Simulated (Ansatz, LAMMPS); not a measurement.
# Static equation of state of Zn23Cd16S39 with crystalline order left by the classical run (78 atoms)

Density of this cell: 4.08 g/cm³. The cell holds 78 atoms: 23 Zn, 16 Cd and 39 S. Cell: a = 12.401 Å, b = 12.789 Å, c = 12.098 Å, α = 80.9°, β = 99.4°, γ = 98.7°. The starting structure: 78 atoms (23 Zn, 16 Cd, 39 S) placed at random at 4.14 g/cm³, melted at 2500 K for 10 ps at fixed volume with the Stillinger-Weber II-VI potential (Zhou et al., Phys. Rev. B 88, 085309 (2013)). Quenched from 2500 K to 500 K at 5 K/ps and fixed volume, held 5 ps.

Calculated with Ansatz 0.2.0: Kohn-Sham DFT, PBE, PAW (set soft_1), plane waves; PAW set soft_1; cutoff 420 eV, Γ point, gaussian smearing of 0.05 eV. Cell and atoms were relaxed first, to V0 = 23.762 Å³ an atom at a residual P0 = 0.010 GPa. The cell was then scaled evenly, and the atoms were relaxed at each volume.

| volume (Å³/atom) | pressure (GPa) |
| --- | --- |
| 21.386 | ? |
| 22.337 | 3.172 |
| 23.049 | 1.482 |
| 24.475 | -1.261 |
| 25.188 | -2.306 |

Task: Fit the third-order Birch–Murnaghan equation to the rows given and extrapolate to the withheld row.

**Working.**

Take the Eulerian strain f = ½[(V0/V)^(2/3) − 1] and the normalised pressure F = (P − P0) / [3f(1 + 2f)^(5/2)]. The third-order Birch–Murnaghan equation is then the line F = B0 + (3/2)B0(B′ − 4) f, so u = f and v = F.

| u = f | v = F (GPa) |
| --- | --- |
| 0.0210566 | 45.1578 |
| 0.0102568 | 45.4744 |
| -0.00975635 | 45.6052 |
| -0.0190508 | 44.6541 |

With n = 4: mean u = 6.2655e-4, mean v = 45.2229, Σ(u − ū)² = 0.0010051, Σ(u − ū)(v − v̄) = 0.0083135. Slope b = 0.0083135 / 0.0010051 = 8.2710; intercept a = v̄ − b ū = 45.218.

So B0 = a = 45.2 GPa and B′ = 4 + 2b/(3a) = 4.12. At the withheld volume f = 0.03638, F = a + b f = 45.52 GPa, and P = P0 + 3f(1 + 2f)^(5/2) F.

Prediction at 21.386: 5.932 GPa. The run gave 5.416 GPa, so the fit is high by 0.52 GPa (9.5 % of the value).

The series isn't one smooth equation of state: even a line fitted to all rows, the withheld one included, misses F by up to 3.8 %, the count of bonds changes along the series and an atom moves over 0.5 Å in some relaxation. B0 and B′ are then only the numbers of this fit, not moduli of the material. Among the rows given, the largest miss of the fit is at 25.188, by 0.021 GPa (0.27 % of the range of the table).

Limits: Static cells at zero temperature; the cell shape is held. The program notes that the SCF threshold of these relaxations is loose for the stress. The quench rate of 5 K/ps is many orders above laboratory rates, so the cell is likely richer in defects and strain than a real sample. The network of bonds at the start is that of the classical potential that made the cell, and needn't be the one that DFT or experiment would give. Only the Γ point is sampled, in a cell whose shortest periodic width is 12 Å.

[Hosts, paths, dates, database ids (printed as entryN), source tags and the programs' standing remarks are cut or masked in the printed files.]
